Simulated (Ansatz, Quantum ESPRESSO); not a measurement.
# From contact to tunnelling: vacuum gaps between two W(110) faces, part 2 of 4

How fast does transmission decay with width? The series: vacuum gaps between two W(110) faces.

Quantum ESPRESSO 7.5; plane-wave DFT, PBE, JTH PAW pseudopotentials; cross-check by Ansatz 0.2.0 with PAW datasets.

So far. Step 2 (Ground state, 4 Å): The run needed 13 iterations to bring the estimated error under 1e-07 Ry; the largest force on any atom, held or free, is 0.59 eV/Å.

**3. Transmission with pwcond.x, 4 Å**

Level of this step: transmission by pwcond, lead and junction from one cell; plane-wave DFT, PBE, JTH PAW pseudopotentials (Quantum ESPRESSO).

prefixt takes both regions from one run: the lead from 0 to bdl, the scattering region from bdl to bds (units of alat). ikind = 1 puts the same lead on both sides. The program's T_tot counts both spins in a run without spin; the tables below give T per spin.

Input file j0.cond.in:

```
&inputcond
  outdir = './out'
  prefixt = 'j0.scf'
  tran_file = 'j0.cond.dat'
  bdl = 1.4142135629
  bds = 11.8644633522
  ikind = 1
  ewind = 4.0
  epsproj = 1e-05
  nz1 = 7
  energy0 = 0.4
  denergy = -0.4
/
21
  0.00000000 0.00000000 0.01562500
  0.00000000 0.12500000 0.03125000
  0.00000000 0.25000000 0.03125000
  0.00000000 0.37500000 0.03125000
  0.00000000 0.50000000 0.01562500
  0.12500000 0.00000000 0.06250000
  0.12500000 0.25000000 0.06250000
  0.12500000 0.37500000 0.06250000
  0.12500000 0.50000000 0.06250000
  0.25000000 0.00000000 0.06250000
  0.25000000 0.12500000 0.03125000
  0.25000000 0.37500000 0.06250000
  0.25000000 0.50000000 0.06250000
  0.25000000 0.62500000 0.03125000
  0.37500000 0.00000000 0.06250000
  0.37500000 0.12500000 0.06250000
  0.37500000 0.50000000 0.06250000
  0.37500000 0.62500000 0.06250000
  0.50000000 0.00000000 0.03125000
  0.50000000 0.12500000 0.06250000
  0.50000000 0.25000000 0.03125000
3
```

Started as:

```sh
OMP_NUM_THREADS=1 mpirun -n 8 pwcond.x -in j0.cond.in > j0.cond.out
```

The log of the run:

```text
[banner, memory and clock lines left out]
Program PWCOND v.7.5 starts

          URL

     ./out/j0.scf.save/
     file W.GGA_PBE-JTH.UPF: wavefunction(s)  5S 6S 5P 6P 5D 0D renormalized

     IMPORTANT: XC functional enforced from input :
     Exchange-correlation= PBE
                           (   1   4   3   4   0   0   0)
     Any further DFT definition will be discarded
     Please, verify this is what you really want

     Reading collected, re-writing distributed wavefunctions

===== INPUT FILE containing all the regions =====

     GEOMETRY:

     lattice parameter (alat)  =       6.0093  a.u.
     the volume                =    1820.5854 (a.u.)^3
     the cross section         =      25.5351 (a.u.)^2
     l of the unit cell        =      11.8645 (alat)
     number of atoms/cell      =           16
     number of atomic types    =            1

     crystal axes: (cart. coord. in units of alat)
               a(1) = (  1.0000  0.0000  0.0000 )
               a(2) = (  0.5000  0.7071  0.0000 )
               a(3) = (  0.0000  0.0000 11.8645 )

   Cartesian axes

     site n.     atom                  positions (alat units)
          1        W      tau(  1)=(  0.0000  0.0000 11.8645  )
          2        W      tau(  2)=(  0.5000  0.0000  0.7071  )
          3        W      tau(  3)=(  0.0000  0.0000  1.4142  )
          4        W      tau(  4)=(  0.5000  0.0000  2.1213  )
          5        W      tau(  5)=(  0.0000  0.0000  2.8284  )
          6        W      tau(  6)=(  0.5000  0.0000  3.5355  )
          7        W      tau(  7)=(  0.0000  0.0000  4.2426  )
          8        W      tau(  8)=(  0.5000  0.0000  4.9497  )
          9        W      tau(  9)=(  0.0000  0.0000  6.2076  )
         10        W      tau( 10)=(  0.5000  0.0000  6.9147  )
         11        W      tau( 11)=(  0.0000  0.0000  7.6218  )
         12        W      tau( 12)=(  0.5000  0.0000  8.3289  )
         13        W      tau( 13)=(  0.0000  0.0000  9.0360  )
         14        W      tau( 14)=(  0.5000  0.0000  9.7431  )
         15        W      tau( 15)=(  0.0000  0.0000 10.4502  )
         16        W      tau( 16)=(  0.5000  0.0000 11.1574  )

     nr1s                      =           25
     nr2s                      =           24
     nr3s                      =          320
     nr1sx                     =           25
     nr2sx                     =           24
     nr3sx                     =          320
     nr1                       =           40
     nr2                       =           32
     nr3                       =          432
     nr1x                      =           40
     nr2x                      =           32
     nr3x                      =          432

 _______________________________
  Radii of nonlocal spheres:

     type       ibeta     ang. mom.          radius (alat units)
       W          1         0                    0.4026
       W          2         0                    0.4026
       W          3         1                    0.4026
       W          4         1                    0.4026
       W          5         2                    0.4026
       W          6         2                    0.4026
----- General information -----

--- T calc. with identical leads (ikind=1) ---

     nrx                       =           25
     nry                       =           24
     nz1                       =            7

     energy0               =         4.0E-01
     denergy               =        -4.0E-01
     nenergy               =          3
     ecut2d                =         4.5E+01
     ewind                 =         4.0E+00
     epsproj               =         1.0E-05

     number of k_|| points=   21
                       cryst. coord.
        k(    1) = (   0.0000000   0.0000000), wk =   0.0156250
        k(    2) = (   0.0000000   0.1250000), wk =   0.0312500
        k(    3) = (   0.0000000   0.2500000), wk =   0.0312500
        k(    4) = (   0.0000000   0.3750000), wk =   0.0312500
        k(    5) = (   0.0000000   0.5000000), wk =   0.0156250
        k(    6) = (   0.1250000   0.0000000), wk =   0.0625000
        k(    7) = (   0.1250000   0.2500000), wk =   0.0625000
        k(    8) = (   0.1250000   0.3750000), wk =   0.0625000
        k(    9) = (   0.1250000   0.5000000), wk =   0.0625000
        k(   10) = (   0.2500000   0.0000000), wk =   0.0625000
        k(   11) = (   0.2500000   0.1250000), wk =   0.0312500
        k(   12) = (   0.2500000   0.3750000), wk =   0.0625000
        k(   13) = (   0.2500000   0.5000000), wk =   0.0625000
        k(   14) = (   0.2500000   0.6250000), wk =   0.0312500
        k(   15) = (   0.3750000   0.0000000), wk =   0.0625000
        k(   16) = (   0.3750000   0.1250000), wk =   0.0625000
        k(   17) = (   0.3750000   0.5000000), wk =   0.0625000
        k(   18) = (   0.3750000   0.6250000), wk =   0.0625000
        k(   19) = (   0.5000000   0.0000000), wk =   0.0312500
        k(   20) = (   0.5000000   0.1250000), wk =   0.0625000
        k(   21) = (   0.5000000   0.2500000), wk =   0.0312500
----- Information about left/right lead -----

     nocros                   =           18
     noins                    =           18
     norb                     =           54
     norbf                    =          270
     nrz                      =           38

      iorb      type   ibeta   ang. mom.   m       position (alat)
        1        1       1        0        1   taunew(   1)=(  0.0000  0.0000  0.0000)
        2        1       2        0        1   taunew(   2)=(  0.0000  0.0000  0.0000)
        3        1       3        1        1   taunew(   3)=(  0.0000  0.0000  0.0000)
        4        1       3        1        2   taunew(   4)=(  0.0000  0.0000  0.0000)
        5        1       3        1        3   taunew(   5)=(  0.0000  0.0000  0.0000)
        6        1       4        1        1   taunew(   6)=(  0.0000  0.0000  0.0000)
        7        1       4        1        2   taunew(   7)=(  0.0000  0.0000  0.0000)
        8        1       4        1        3   taunew(   8)=(  0.0000  0.0000  0.0000)
        9        1       5        2        1   taunew(   9)=(  0.0000  0.0000  0.0000)
       10        1       5        2        2   taunew(  10)=(  0.0000  0.0000  0.0000)
       11        1       5        2        3   taunew(  11)=(  0.0000  0.0000  0.0000)
       12        1       5        2        4   taunew(  12)=(  0.0000  0.0000  0.0000)
       13        1       5        2        5   taunew(  13)=(  0.0000  0.0000  0.0000)
       14        1       6        2        1   taunew(  14)=(  0.0000  0.0000  0.0000)
       15        1       6        2        2   taunew(  15)=(  0.0000  0.0000  0.0000)
[...]
235        1       1        0        1   taunew( 235)=(  0.5000  0.0000  9.7431)
      236        1       2        0        1   taunew( 236)=(  0.5000  0.0000  9.7431)
      237        1       3        1        1   taunew( 237)=(  0.5000  0.0000  9.7431)
      238        1       3        1        2   taunew( 238)=(  0.5000  0.0000  9.7431)
      239        1       3        1        3   taunew( 239)=(  0.5000  0.0000  9.7431)
      240        1       4        1        1   taunew( 240)=(  0.5000  0.0000  9.7431)
      241        1       4        1        2   taunew( 241)=(  0.5000  0.0000  9.7431)
      242        1       4        1        3   taunew( 242)=(  0.5000  0.0000  9.7431)
      243        1       5        2        1   taunew( 243)=(  0.5000  0.0000  9.7431)
      244        1       5        2        2   taunew( 244)=(  0.5000  0.0000  9.7431)
      245        1       5        2        3   taunew( 245)=(  0.5000  0.0000  9.7431)
      246        1       5        2        4   taunew( 246)=(  0.5000  0.0000  9.7431)
      247        1       5        2        5   taunew( 247)=(  0.5000  0.0000  9.7431)
      248        1       6        2        1   taunew( 248)=(  0.5000  0.0000  9.7431)
      249        1       6        2        2   taunew( 249)=(  0.5000  0.0000  9.7431)
      250        1       6        2        3   taunew( 250)=(  0.5000  0.0000  9.7431)
      251        1       6        2        4   taunew( 251)=(  0.5000  0.0000  9.7431)
      252        1       6        2        5   taunew( 252)=(  0.5000  0.0000  9.7431)
      253        1       1        0        1   taunew( 253)=(  0.0000  0.0000 10.4502)
      254        1       2        0        1   taunew( 254)=(  0.0000  0.0000 10.4502)
      255        1       3        1        1   taunew( 255)=(  0.0000  0.0000 10.4502)
      256        1       3        1        2   taunew( 256)=(  0.0000  0.0000 10.4502)
      257        1       3        1        3   taunew( 257)=(  0.0000  0.0000 10.4502)
      258        1       4        1        1   taunew( 258)=(  0.0000  0.0000 10.4502)
      259        1       4        1        2   taunew( 259)=(  0.0000  0.0000 10.4502)
      260        1       4        1        3   taunew( 260)=(  0.0000  0.0000 10.4502)
      261        1       5        2        1   taunew( 261)=(  0.0000  0.0000 10.4502)
      262        1       5        2        2   taunew( 262)=(  0.0000  0.0000 10.4502)
      263        1       5        2        3   taunew( 263)=(  0.0000  0.0000 10.4502)
      264        1       5        2        4   taunew( 264)=(  0.0000  0.0000 10.4502)
      265        1       5        2        5   taunew( 265)=(  0.0000  0.0000 10.4502)
      266        1       6        2        1   taunew( 266)=(  0.0000  0.0000 10.4502)
      267        1       6        2        2   taunew( 267)=(  0.0000  0.0000 10.4502)
      268        1       6        2        3   taunew( 268)=(  0.0000  0.0000 10.4502)
      269        1       6        2        4   taunew( 269)=(  0.0000  0.0000 10.4502)
      270        1       6        2        5   taunew( 270)=(  0.0000  0.0000 10.4502)
 ngper, shell number =           91          23
 ngper, n2d =           91          50
---  E-Ef =    0.4000000  k =    0.0000000   0.0000000
---  ie =          1  ik =          1
 Nchannels of the left tip =            2
 Right moving states:
   k1(2pi/a)   k2(2pi/a)   E-Ef (eV)
  -0.0643083   0.0000012   0.4000000
   0.3866785  -0.0000036   0.4000000
 Left moving states:
   k1(2pi/a)   k2(2pi/a)   E-Ef (eV)
   0.0643083   0.0000012   0.4000000
  -0.3866785  -0.0000036   0.4000000

 to transmit
 Band j to band i transmissions and reflections:
    j         i     |T_ij|^2    |R_ij|^2

    1 -->     1     0.21627     0.78373
    1 -->     2     0.00000     0.00000
   Total T_j, R_j =    0.21627  0.78373

    2 -->     1     0.00000     0.00000
    2 -->     2     0.00084     0.99916
   Total T_j, R_j =    0.00084  0.99916

E-Ef(ev), T(x2 spins) =    0.4000000   0.4342234
---  E-Ef =    0.0000000  k =    0.0000000   0.0000000
---  ie =          2  ik =          1
 Nchannels of the left tip =            2
 Right moving states:
   k1(2pi/a)   k2(2pi/a)   E-Ef (eV)
  -0.1275153   0.0000009   0.0000000
   0.3356602  -0.0000036   0.0000000
 Left moving states:
   k1(2pi/a)   k2(2pi/a)   E-Ef (eV)
   0.1275153   0.0000009   0.0000000
  -0.3356602  -0.0000036   0.0000000

 to transmit
 Band j to band i transmissions and reflections:
    j         i     |T_ij|^2    |R_ij|^2

    1 -->     1     0.60015     0.39985
    1 -->     2     0.00000     0.00000
   Total T_j, R_j =    0.60015  0.39985

    2 -->     1     0.00000     0.00000
    2 -->     2     0.00058     0.99942
   Total T_j, R_j =    0.00058  0.99942

E-Ef(ev), T(x2 spins) =    0.0000000   1.2014548
---  E-Ef =   -0.4000000  k =    0.0000000   0.0000000
---  ie =          3  ik =          1
 Nchannels of the left tip =            2
 Right moving states:
   k1(2pi/a)   k2(2pi/a)   E-Ef (eV)
  -0.1780655   0.0000005  -0.4000000
   0.2765408  -0.0000035  -0.4000000
 Left moving states:
   k1(2pi/a)   k2(2pi/a)   E-Ef (eV)
   0.1780655   0.0000005  -0.4000000
  -0.2765408  -0.0000035  -0.4000000

 to transmit
 Band j to band i transmissions and reflections:
    j         i     |T_ij|^2    |R_ij|^2

    1 -->     1     0.81870     0.18130
    1 -->     2     0.00000     0.00000
   Total T_j, R_j =    0.81870  0.18130

    2 -->     1     0.00000     0.00000
    2 -->     2     0.00036     0.99964
   Total T_j, R_j =    0.00036  0.99964

E-Ef(ev), T(x2 spins) =   -0.4000000   1.6381101
 ngper, shell number =           93          50
 ngper, n2d =           93          50
[... further energies and points left out ...]
---  E-Ef =    0.4000000  k =    0.5000000   0.2500000
---  ie =          1  ik =         21
 Nchannels of the left tip =            1
 Right moving states:
   k1(2pi/a)   k2(2pi/a)   E-Ef (eV)
   0.2746242   0.0000051   0.4000000
 Left moving states:
   k1(2pi/a)   k2(2pi/a)   E-Ef (eV)
  -0.2746242   0.0000051   0.4000000

 to transmit
 Band j to band i transmissions and reflections:
    j         i     |T_ij|^2    |R_ij|^2

    1 -->     1     0.02756     0.97244
   Total T_j, R_j =    0.02756  0.97244

E-Ef(ev), T(x2 spins) =    0.4000000   0.0551290
---  E-Ef =    0.0000000  k =    0.5000000   0.2500000
---  ie =          2  ik =         21
 Nchannels of the left tip =            1
 Right moving states:
   k1(2pi/a)   k2(2pi/a)   E-Ef (eV)
   0.2005095   0.0000054   0.0000000
 Left moving states:
   k1(2pi/a)   k2(2pi/a)   E-Ef (eV)
  -0.2005095   0.0000054   0.0000000

 to transmit
 Band j to band i transmissions and reflections:
    j         i     |T_ij|^2    |R_ij|^2

    1 -->     1     0.02923     0.97077
   Total T_j, R_j =    0.02923  0.97077

E-Ef(ev), T(x2 spins) =    0.0000000   0.0584696
---  E-Ef =   -0.4000000  k =    0.5000000   0.2500000
---  ie =          3  ik =         21
 Nchannels of the left tip =            1
 Right moving states:
   k1(2pi/a)   k2(2pi/a)   E-Ef (eV)
   0.1029738   0.0000058  -0.4000000
 Left moving states:
   k1(2pi/a)   k2(2pi/a)   E-Ef (eV)
  -0.1029738   0.0000058  -0.4000000

 to transmit
 Band j to band i transmissions and reflections:
    j         i     |T_ij|^2    |R_ij|^2

    1 -->     1     0.02557     0.97443
   Total T_j, R_j =    0.02557  0.97443

E-Ef(ev), T(x2 spins) =   -0.4000000   0.0511456
   T_tot     0.40000      0.59335E+00
   T_tot     0.00000      0.20573E+00
   T_tot    -0.40000      0.12082E+00

Note: The following floating-point exceptions are signalling: IEEE_UNDERFLOW_FLAG
Note: The following floating-point exceptions are signalling: IEEE_UNDERFLOW_FLAG
Note: The following floating-point exceptions are signalling: IEEE_UNDERFLOW_FLAG
Note: The following floating-point exceptions are signalling: IEEE_UNDERFLOW_FLAG
Note: The following floating-point exceptions are signalling: IEEE_UNDERFLOW_FLAG
Note: The following floating-point exceptions are signalling: IEEE_UNDERFLOW_FLAG
Note: The following floating-point exceptions are signalling: IEEE_UNDERFLOW_FLAG
Note: The following floating-point exceptions are signalling: IEEE_UNDERFLOW_FLAG
```

Wall time 55 s (8 MPI ranks of Arm Neoverse V1, shared host); peak memory 0.54 GiB; 7.4 min of CPU time.

Read from the output:

- lead channels at the Fermi level, one spin: 0.75
- transmission at the Fermi level, one spin: 0.1029
- conductance: 0.1029 G₀

Per spin; mean over the k mesh across the current. Table of open channels, zone mean by energy, zero at the Fermi level:

```csv
energy (eV),"open channels, zone mean"
-0.400,0.594
0.000,0.75
0.400,1.25
```

Per spin; mean over the k mesh across the current. Table of transmission, zone mean by energy, zero at the Fermi level:

```csv
energy (eV),"transmission, zone mean"
-0.400,0.0604
0.000,0.103
0.400,0.297
```

At 0.000 eV; k in fractions of b1, b2. Transmission by k point:

```csv
k1,k2,weight,t,channels
0,0,0.01562,0.6007,2
0,0.125,0.03125,0.8838,3
0,0.25,0.03125,0.5057,2
0,0.375,0.03125,0.005092,1
0,0.5,0.01562,0.1366,4
0.125,0,0.0625,0.122,1
0.125,0.25,0.0625,0.06858,2
0.125,0.375,0.0625,0,0
0.125,0.5,0.0625,0.005128,1
0.25,0,0.0625,0,0
0.25,0.125,0.03125,0.7108,1
0.25,0.375,0.0625,0,0
0.25,0.5,0.0625,0,0
0.25,0.625,0.03125,0.1819,1
0.375,0,0.0625,0,0
0.375,0.125,0.0625,0.001055,1
0.375,0.5,0.0625,0,0
0.375,0.625,0.0625,0,0
0.5,0,0.03125,0.2129,2
0.5,0.125,0.0625,0,0
0.5,0.25,0.03125,0.02923,1
```

(Part 2 of 4 ends here.)

[Long decimals in the printed logs are rounded to 6 places.]

[Repeated lines of the later SCF iterations (solver, time, negative density, dipole) and banner, clock, host and MPI lines are left out of these logs without a mark at each place.]

[Logs are printed without paths, hosts, clocks, repeated set-up lines and the standing remarks that a program may print on its own settings, such as how far it seeks lower states.]

[Hosts, paths, dates, database ids (printed as entryN), source tags and the programs' standing remarks are cut or masked in the printed files.]

[Maps of the electrostatic potential energy from Ansatz leave out the sawtooth potential of an applied field or a dipole correction, so their vacuum need not be flat; planar profiles and work functions include it.]
